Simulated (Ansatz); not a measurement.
**The perfect W wire along [110], 17 atoms a period**

What gap, if any, does the W wire along [110], 17 atoms a period have, and how many channels would it open?

Main program and level: Ansatz 0.2.0; DFT PBE, plane waves, PAW; relaxation of a wire's period; PAW set soft_1, in the first sound run; inputs show where later runs differ.

## (1) Starting point

The cell holds 17 atoms: 17 W. Cell: a = 13.140 Å, b = 15.766 Å, c = 4.483 Å, α = 90.0°, β = 90.0°, γ = 90.0°. Vacuum lies along a and b. The structure's axis is c.

## (2) The relaxed wire

Band widths follow the bond lengths, so the wire is relaxed first. The atoms and the third cell vector are free; the box across stays fixed as vacuum. A Fermi-Dirac smearing is set since the result may be a metal. The pressure printed is a third of the stress's trace over the whole box, vacuum included; only the stress along the axis is relaxed.

input.yaml reads:

```yaml
crystal:
  lattice:
    - [13.14, 0.0, 0.0]
    - [0.0, 15.766, 0.0]
    - [0.0, 0.0, 4.4830569927]
  atoms:
    - { symbol: W, position: [0.258751903, 0.500003615, 0.0] }
    - { symbol: W, position: [0.379375951, 0.642178453, 0.0] }
    - { symbol: W, position: [0.5, 0.500003615, 0.0] }
    - { symbol: W, position: [0.5, 0.784353291, 0.0] }
    - { symbol: W, position: [0.620624049, 0.642178453, 0.0] }
    - { symbol: W, position: [0.741248097, 0.500003615, 0.0] }
    - { symbol: W, position: [0.258751903, 0.357828777, 0.5] }
    - { symbol: W, position: [0.258751903, 0.642178453, 0.5] }
    - { symbol: W, position: [0.379375951, 0.500003615, 0.5] }
    - { symbol: W, position: [0.5, 0.357828777, 0.5] }
    - { symbol: W, position: [0.5, 0.642178453, 0.5] }
    - { symbol: W, position: [0.620624049, 0.500003615, 0.5] }
    - { symbol: W, position: [0.741248097, 0.357828777, 0.5] }
    - { symbol: W, position: [0.741248097, 0.642178453, 0.5] }
    - { symbol: W, position: [0.379375951, 0.357828777, 0.0] }
    - { symbol: W, position: [0.5, 0.215653939, 0.0] }
    - { symbol: W, position: [0.620624049, 0.357828777, 0.0] }
kpoints:
  mp_grid: { grid: [1, 1, 18] }
scf:
  occupations: { method: fermi_dirac, width: 0.05 }
hamiltonian:
  xc: pbe
  pseudopotentials: { kind: paw, azcp: { folder: soft_1 } }
relax:
  cell: { fix: [a, b, alpha, beta, gamma] }
  max_steps: 45
  f_tol: 0.03
```

Run with:

```
$ ansatz run input.yaml --threads 4 --pin off --max-ram 16384MiB --backend cpu --events-out ev --progress --plain --runs-dir out
```

Numbers of over 12 decimals in the logs are rounded to 6 here.

The program printed:

```text
Engine: ansatz 0.2.0, aarch64-unknown-linux-gnu
Pseudopotentials: kind: paw
Pseudopotential: W, paw, valence charge 14, recommended cutoff 420 eV (normal), soft_1/W.paw.azcp
Functional definition: PBE
  parameter kappa = 0.804
  parameter beta = 0.066725
  exchange = pbe_x(kappa = kappa, mu = beta*pi^2/3)
  correlation = pbe_c(beta = beta)
Crystal: 17 atoms, lattice volume = 928.734 Å³
Basis set: ecut = 420 eV, 18225 PW (Γ), exchange–correlation on 180×216×60 points (8 copies of the dense FFT grid, shifted against one another)
Bands: 143, of which v1, the nominal top of the filled ones, is band 119 counted from 1 (118 counted from 0)
Symmetry: 8 space group operations
Space group: Pmmm (ITA 47), of the structure as read, at distance tolerance 9.8e-5 Å
k-points: 10 of 18
Non-local potential: W, projectors of the file, l = 0: 3, l = 1: 2, l = 2: 2, l = 3: 1
PAW form: soft (Blöchl's): semilocal exchange-correlation on the pseudo side does not see the compensation charge
PAW one-centre angular grid: W, 590 points (default); XC on 64 Gauss nodes
Initial density: superposition of atomic densities (neutral atoms: chi_scale 0, normalization atom)
Initial wavefunctions: pseudopotential atomic-orbital guess
Functional: x = pbe(κ = 0.804, μ = 0.219515), c = pbe(β = 0.066725)
SCF iter   1: F=—  HF=-176542.507393 eV  |F-HF|=—  |Δ(HF+E_count)|=         —  Δρ=5.26e-2  dr2=2.12e2  ethr=3.10e-3  ⟨swp⟩=9.3  Hψ=6515  notcnv=0
preconditioner: auto → LDOS  [metal: Δε(μ)=0.010 eV  Ē_g=4.350 eV  σ=0.050 eV  W_gap=0.05  n_scr=172 (ndim 8)  ℏωp=12.3 eV  f_vac=0.514  D(μ)=22.03/eV (n_scr^D=144)  β→1.0]
SCF iter   2: F=—  HF=-176533.919057 eV  |F-HF|=—  |Δ(HF+E_count)|=    8.59e0  Δρ=5.38e-2  dr2=1.83e2  ethr=3.10e-3  ⟨swp⟩=6.8  Hψ=4524  notcnv=0  defer=19
SCF iter   3: F=—  HF=-176524.822960 eV  |F-HF|=—  |Δ(HF+E_count)|=    9.10e0  Δρ=1.13e-2  dr2=6.09e0  ethr=3.10e-3  ⟨swp⟩=5.5  Hψ=3855  notcnv=0  defer=2
SCF iter   4: F=—  HF=-176524.194129 eV  |F-HF|=—  |Δ(HF+E_count)|=   6.29e-1  Δρ=3.87e-3  dr2=7.15e-1  ethr=2.56e-3  ⟨swp⟩=2.7  Hψ=2085  notcnv=0  defer=4
SCF iter   5: F=—  HF=-176524.152457 eV  |F-HF|=—  |Δ(HF+E_count)|=   4.17e-2  Δρ=1.90e-3  dr2=9.09e-2  ethr=3.01e-4  ⟨swp⟩=6.1  Hψ=2681  notcnv=0  defer=6
SCF iter   6: F=—  HF=-176524.153406 eV  |F-HF|=—  |Δ(HF+E_count)|=   9.49e-4  Δρ=9.40e-4  dr2=3.11e-2  ethr=3.82e-5  ⟨swp⟩=2.0  Hψ=2249  notcnv=0  defer=4
SCF iter   7: F=—  HF=-176524.152566 eV  |F-HF|=—  |Δ(HF+E_count)|=   8.40e-4  Δρ=2.73e-4  dr2=1.53e-3  ethr=1.31e-5  ⟨swp⟩=2.0  Hψ=1891  notcnv=0  defer=4
SCF iter   8: F=—  HF=-176524.152709 eV  |F-HF|=—  |Δ(HF+E_count)|=   1.43e-4  Δρ=8.71e-5  dr2=1.97e-4  ethr=6.44e-7  ⟨swp⟩=2.8  Hψ=2173  notcnv=0  defer=4
SCF iter   9: F=—  HF=-176524.152740 eV  |F-HF|=—  |Δ(HF+E_count)|=   3.14e-5  Δρ=3.21e-5  dr2=2.18e-5  ethr=8.28e-8  ⟨swp⟩=2.4  Hψ=2038  notcnv=0  defer=4
SCF iter  10: F=—  HF=-176524.152906 eV  |F-HF|=—  |Δ(HF+E_count)|=   1.66e-4  Δρ=1.03e-5  dr2=2.27e-6  ethr=9.18e-9  ⟨swp⟩=2.3  Hψ=2007  notcnv=0  defer=4
SCF iter  11: F=—  HF=-176524.152907 eV  |F-HF|=—  |Δ(HF+E_count)|=   4.74e-7  Δρ=5.66e-6  dr2=7.97e-7  ethr=9.53e-10  ⟨swp⟩=2.9  Hψ=2077  notcnv=0  defer=4
SCF iter  12: F=-176524.152907 eV  HF=-176524.152907 eV  |F-HF|=4.54e-8  |Δ(HF+E_count)|=   8.26e-8  Δρ=1.82e-6  dr2=7.80e-8  ethr=4.20e-11  ⟨swp⟩=4.3  Hψ=5412  notcnv=0
SCF 1 converged in 12 iterations: F = -176524.152907 eV  dr2 = 7.80e-8
  greatest PAW one-centre occupation: 0.999 electrons in one spin orbital (limit 2), on the W atom at site 16 (counted from 0), in its partial waves of l = 0
relax step   1: F+E_penalty+E_count = -176524.15290665 eV  Δ(F+E_penalty+E_count) = +0.000e0 eV  max|allowed force component| = 5.165e0 eV/Å  Δτ_max = 0.0000 Å  P = -7.163 GPa  Ω = 928.734 Å³  fix = [a, b, alpha, beta, gamma]  reactions: a -5.764, b -7.962 GPa  (12 SCF iters, dr2 threshold 1.00e-7 eV, accepted)
Crystal: 17 atoms, lattice volume = 911.054 Å³
Basis set: ecut = 420 eV, 17805 PW (Γ), exchange–correlation on 180×216×60 points (8 copies of the dense FFT grid, shifted against one another)
Initial density: handed on by an earlier stage of this run
Initial wavefunctions: those handed on with the density
iter 1 solved again at ethr=1.25e-3 eV; its pass at ethr=3.10e-3 eV (dr2=2.97e0 eV) is discarded
SCF iter   1: F=—  HF=-176529.282327 eV  |F-HF|=—  |Δ(HF+E_count)|=         —  Δρ=1.47e-2  dr2=3.00e0  ethr=1.25e-3  ⟨swp⟩=1.6  Hψ=8590  notcnv=0  defer=1
preconditioner: auto → LDOS  [metal: Δε(μ)=0.008 eV  Ē_g=3.842 eV  σ=0.050 eV  W_gap=0.04  n_scr=172 (ndim 8)  ℏωp=12.4 eV  f_vac=0.544  D(μ)=23.15/eV (n_scr^D=160)  β→1.0]
SCF iter   2: F=—  HF=-176529.166075 eV  |F-HF|=—  |Δ(HF+E_count)|=   1.16e-1  Δρ=9.30e-3  dr2=2.36e0  ethr=1.25e-3  ⟨swp⟩=4.0  Hψ=2439  notcnv=0
SCF iter   3: F=—  HF=-176528.857270 eV  |F-HF|=—  |Δ(HF+E_count)|=   3.09e-1  Δρ=2.14e-3  dr2=8.86e-2  ethr=9.91e-4  ⟨swp⟩=2.3  Hψ=2385  notcnv=0  defer=11
SCF iter   4: F=—  HF=-176528.846674 eV  |F-HF|=—  |Δ(HF+E_count)|=   1.06e-2  Δρ=4.56e-4  dr2=3.29e-3  ethr=3.72e-5  ⟨swp⟩=3.1  Hψ=2548  notcnv=0  defer=11
SCF iter   5: F=—  HF=-176528.847373 eV  |F-HF|=—  |Δ(HF+E_count)|=   6.99e-4  Δρ=1.82e-4  dr2=9.26e-4  ethr=1.38e-6  ⟨swp⟩=2.8  Hψ=2401  notcnv=0  defer=11
SCF iter   6: F=—  HF=-176528.847615 eV  |F-HF|=—  |Δ(HF+E_count)|=   2.42e-4  Δρ=6.34e-5  dr2=9.33e-5  ethr=3.89e-7  ⟨swp⟩=2.0  Hψ=2247  notcnv=0  defer=11
SCF iter   7: F=—  HF=-176528.847637 eV  |F-HF|=—  |Δ(HF+E_count)|=   2.22e-5  Δρ=2.61e-5  dr2=2.02e-5  ethr=3.92e-8  ⟨swp⟩=3.0  Hψ=2332  notcnv=0  defer=11
SCF iter   8: F=-176528.847637 eV  HF=-176528.847637 eV  |F-HF|=2.63e-7  |Δ(HF+E_count)|=   2.58e-7  Δρ=8.99e-6  dr2=1.37e-6  ethr=7.14e-10  ⟨swp⟩=4.0  Hψ=5888  notcnv=0
SCF 2 converged in 8 iterations: F = -176528.847637 eV  dr2 = 1.37e-6
  greatest PAW one-centre occupation: 0.999 electrons in one spin orbital (limit 2), on the W atom at site 11 (counted from 0), in its partial waves of l = 0
relax step   2: F+E_penalty+E_count = -176528.84763721 eV  Δ(F+E_penalty+E_count) = -4.695e0 eV  max|allowed force component| = 2.658e0 eV/Å  Δτ_max = 0.1950 Å  P = -3.456 GPa  Ω = 911.054 Å³  energy of the carried Pulay correction = +2.503e-3 eV  fix = [a, b, alpha, beta, gamma]  reactions: a -2.668, b -4.233 GPa  (8 SCF iters, dr2 threshold 1.70e-6 eV, accepted)
Crystal: 17 atoms, lattice volume = 898.526 Å³
Basis set: ecut = 420 eV, 17541 PW (Γ), exchange–correlation on 180×216×60 points (8 copies of the dense FFT grid, shifted against one another)
[...]
relax step   6: F+E_penalty+E_count = -176531.21559334 eV  Δ(F+E_penalty+E_count) = -2.450e-1 eV  max|allowed force component| = 4.812e-1 eV/Å  Δτ_max = 0.1950 Å  P = +0.676 GPa  Ω = 886.998 Å³  energy of the carried Pulay correction = +5.988e-3 eV  fix = [a, b, alpha, beta, gamma]  reactions: a +1.171, b +0.478 GPa  (9 SCF iters, dr2 threshold 1.70e-6 eV, accepted)
relax step   7: F+E_penalty+E_count = -176531.28046917 eV  Δ(F+E_penalty+E_count) = -6.488e-2 eV  max|allowed force component| = 4.867e-1 eV/Å  Δτ_max = 0.1388 Å  P = -0.005 GPa  Ω = 883.134 Å³  energy of the carried Pulay correction = +6.556e-3 eV  fix = [a, b, alpha, beta, gamma]  reactions: a -0.163, b +0.412 GPa  (9 SCF iters, dr2 threshold 1.70e-6 eV, accepted)
relax step   8: F+E_penalty+E_count = -176531.30756800 eV  Δ(F+E_penalty+E_count) = -2.710e-2 eV  max|allowed force component| = 2.987e-1 eV/Å  Δτ_max = 0.0596 Å  P = -0.020 GPa  Ω = 878.214 Å³  energy of the carried Pulay correction = +7.283e-3 eV  fix = [a, b, alpha, beta, gamma]  reactions: a +0.033, b -0.190 GPa  (8 SCF iters, dr2 threshold 1.70e-6 eV, accepted)
relax step   9: F+E_penalty+E_count = -176531.25960585 eV  Δ(F+E_penalty+E_count) = +4.796e-2 eV  max|allowed force component| = 7.291e-1 eV/Å  Δτ_max = 0.0753 Å  P = +0.307 GPa  Ω = 876.143 Å³  energy of the carried Pulay correction = +7.591e-3 eV  fix = [a, b, alpha, beta, gamma]  (7 SCF iters, dr2 threshold 1.70e-6 eV, rejected (line search))
relax step  10: F+E_penalty+E_count = -176531.33149100 eV  Δ(F+E_penalty+E_count) = -2.392e-2 eV  max|allowed force component| = 3.957e-2 eV/Å  Δτ_max = 0.0364 Å  P = -0.059 GPa  Ω = 879.746 Å³  energy of the carried Pulay correction = +7.057e-3 eV  fix = [a, b, alpha, beta, gamma]  reactions: a -0.132, b -0.032 GPa  (12 SCF iters, accepted)
relax step  11: F+E_penalty+E_count = -176531.33195365 eV  Δ(F+E_penalty+E_count) = -4.626e-4 eV  max|allowed force component| = 1.065e-2 eV/Å  Δτ_max = 0.0080 Å  P = -0.016 GPa  Ω = 879.587 Å³  energy of the carried Pulay correction = +7.080e-3 eV  fix = [a, b, alpha, beta, gamma]  reactions: a -0.119, b +0.042 GPa  (7 SCF iters, dr2 threshold 9.79e-8 eV, accepted)
Initial wavefunctions: pseudopotential atomic-orbital guess (no wavefunctions were taken with the density)
iter 1 solved again at ethr=3.16e-7 eV; its pass at ethr=3.10e-3 eV (dr2=7.51e-4 eV) is discarded
SCF iter   1: F=—  HF=-176531.325570 eV  |F-HF|=—  |Δ(HF+E_count)|=         —  Δρ=7.69e-5  dr2=6.50e-6  ethr=3.16e-7  ⟨swp⟩=5.1  Hψ=11090  notcnv=0
preconditioner: auto → LDOS  [metal: Δε(μ)=0.010 eV  Ē_g=4.010 eV  σ=0.050 eV  W_gap=0.05  n_scr=164 (ndim 8)  ℏωp=12.6 eV  f_vac=0.547  D(μ)=16.31/eV (n_scr^D=92)  β→1.0]
SCF iter   2: F=—  HF=-176531.325813 eV  |F-HF|=—  |Δ(HF+E_count)|=   2.43e-4  Δρ=7.99e-6  dr2=2.81e-7  ethr=2.73e-9  ⟨swp⟩=2.9  Hψ=2848  notcnv=0
SCF iter   3: F=—  HF=-176531.325813 eV  |F-HF|=—  |Δ(HF+E_count)|=   8.36e-8  Δρ=2.44e-6  dr2=7.38e-8  ethr=1.18e-10  ⟨swp⟩=2.8  Hψ=2842  notcnv=0
SCF iter   4: F=—  HF=-176531.325813 eV  |F-HF|=—  |Δ(HF+E_count)|=   1.91e-8  Δρ=5.03e-7  dr2=4.21e-9  ethr=3.10e-11  ⟨swp⟩=3.8  Hψ=3307  notcnv=0
SCF iter   5: F=—  HF=-176531.325813 eV  |F-HF|=—  |Δ(HF+E_count)|=  7.86e-10  Δρ=1.80e-7  dr2=7.02e-10  ethr=1.77e-12  ⟨swp⟩=2.8  Hψ=2983  notcnv=0
SCF iter   6: F=-176531.325813 eV  HF=-176531.325813 eV  |F-HF|=1.16e-10  |Δ(HF+E_count)|=  2.91e-11  Δρ=6.36e-8  dr2=9.50e-11  ethr=1.00e-12  ⟨swp⟩=5.1  Hψ=4961  notcnv=0
SCF 12 converged in 6 iterations: F = -176531.325813 eV  dr2 = 9.50e-11
relax step  12: F+E_penalty+E_count = -176531.32581307 eV  Δ(F+E_penalty+E_count) = +6.141e-3 eV  max|allowed force component| = 1.104e-2 eV/Å  Δτ_max = 0.0000 Å  P = -0.018 GPa  Ω = 879.587 Å³  fix = [a, b, alpha, beta, gamma]  reactions: a -0.119, b +0.043 GPa  stress off target by 2.32e-2 GPa on what of the cell is left free  SCF on the basis re-selected at this cell (its energy is not comparable with the rows above)  (6 SCF iters)
basis re-selected at this cell: Δ(F+E_penalty+E_count) = +6.141e-3 eV, ΔP = -0.002 GPa vs the last step (what re-selecting the basis moved, of the pressure what is left beyond the Pulay correction that the steps carried, after the strain that the cell walked since its last selection, with what the two solves' SCF thresholds leave and, on support functions, any second-order correction that the steps lacked; it is no m [...]
SCF converged after 6 iterations
Free energy (F): -176531.325813 eV
Harris-Foulkes:  -176531.325813 eV  (|F-HF|=1.16e-10)
Internal energy: -176531.196242 eV  (E = F + TS)
E sigma→0 (E₀):  -176531.261027 eV
Entropy (-TS):   -0.129572 eV (-7.622 meV/atom)
Fermi energy:    4.344558 eV
--- Per-component energies (eV) ---
  E_band       = -5677.544370
  E_kinetic    = 7159.273670
  E_local      = -122438.596486  (includes V_loc(G=0)·N_el)
  E_nonlocal   = -414.875157
  E_hartree    = 58341.252278
  E_xc         = -4524.618392
  E_vxc        = -3896.819907  (∫ρ·V_xc dr)
  E_paw        = -145827.374955  (= ΣΔE_a)
  E_vpaw       = -2769.032273  (= ΣTr[D̂ρ^β])
  E_aug_tail   = 0.002556  (compensation charges beyond the density's cutoff)
  E_ewald      = 31173.740245
  E_smearing   = -0.129572  (= −TS)
  E_closure    = -0.000000  (closes the sum)
  Σ components = -176531.325813   (vs F -176531.325813, Δ=0.00e0)
--- Forces (eV/Å), atoms counted from 1 ---
  atom   1  W      0.00126910     0.00000000     0.00000000
  atom   2  W     -0.00506033     0.00050479     0.00000000
  atom   3  W     -0.00000000     0.00000000     0.00000000
  atom   4  W      0.00000000     0.00865958     0.00000000
  atom   5  W      0.00506033     0.00050479     0.00000000
  atom   6  W     -0.00126910     0.00000000     0.00000000
  atom   7  W     -0.00676131    -0.00826684     0.00000000
  atom   8  W     -0.00676131     0.00826684     0.00000000
  atom   9  W     -0.01103968     0.00000000     0.00000000
  atom  10  W      0.00000000    -0.00713734     0.00000000
  atom  11  W      0.00000000     0.00713734     0.00000000
  atom  12  W      0.01103968     0.00000000     0.00000000
  atom  13  W      0.00676131    -0.00826684     0.00000000
  atom  14  W      0.00676131     0.00826684     0.00000000
  atom  15  W     -0.00506033    -0.00050479     0.00000000
  atom  16  W      0.00000000    -0.00865958     0.00000000
  atom  17  W      0.00506033    -0.00050479     0.00000000
  max |Σ_I F_I| component: 2.60e-18 eV/Å
--- Stress (GPa, compression-positive) ---
       -0.119338       0.000000       0.000000
        0.000000       0.042813       0.000000
        0.000000       0.000000       0.023241
  P = ⅓ Tr σ = -0.0178 GPa (-0.178 kbar)
--- Relaxed structure (11 steps of the walk, 10 accepted, 1 SCFs on fresh bases) ---
  F+E_penalty+E_count = -176531.32581307 eV   max|allowed force component| = 1.104e-2 eV/Å   (the final SCF, on the basis selected at the relaxed cell)
  cell:  # Å, volume = 879.5866 Å³
    - [13.14, 0.0, 0.0]
    - [0.0, 15.766, 0.0]
    - [0.0, 0.0, 4.245821]
  atoms:
    - { symbol: W, position: [0.223007, 0.500003615, 0.0] }
    - { symbol: W, position: [0.363642, 0.629725, 0.0] }
    - { symbol: W, position: [0.5, 0.500003615, 0.0] }
    - { symbol: W, position: [0.5, 0.746152, 0.0] }
    - { symbol: W, position: [0.636358, 0.629725, 0.0] }
    - { symbol: W, position: [0.776993, 0.500003615, 0.0] }
    - { symbol: W, position: [0.237983, 0.399448, 0.5] }
    - { symbol: W, position: [0.237983, 0.600559, 0.5] }
    - { symbol: W, position: [0.382547, 0.500003615, 0.5] }
    - { symbol: W, position: [0.5, 0.348436, 0.5] }
    - { symbol: W, position: [0.5, 0.651571, 0.5] }
    - { symbol: W, position: [0.617453, 0.500003615, 0.5] }
    - { symbol: W, position: [0.762017, 0.399448, 0.5] }
    - { symbol: W, position: [0.762017, 0.600559, 0.5] }
    - { symbol: W, position: [0.363642, 0.370282, 0.0] }
    - { symbol: W, position: [0.5, 0.253855, 0.0] }
    - { symbol: W, position: [0.636358, 0.370282, 0.0] }
```

Elapsed: 7 min, on 4 threads of Arm Neoverse V1, shared host; peak memory 3.1 GiB; 28 min of CPU time.

[end of part 1 of 2]

[Logs are printed without paths, hosts, clocks, repeated set-up lines and the standing remarks that a program may print on its own settings, such as how far it seeks lower states.]

[Hosts, paths, dates, database ids (printed as entryN), source tags and the programs' standing remarks are cut or masked in the printed files.]
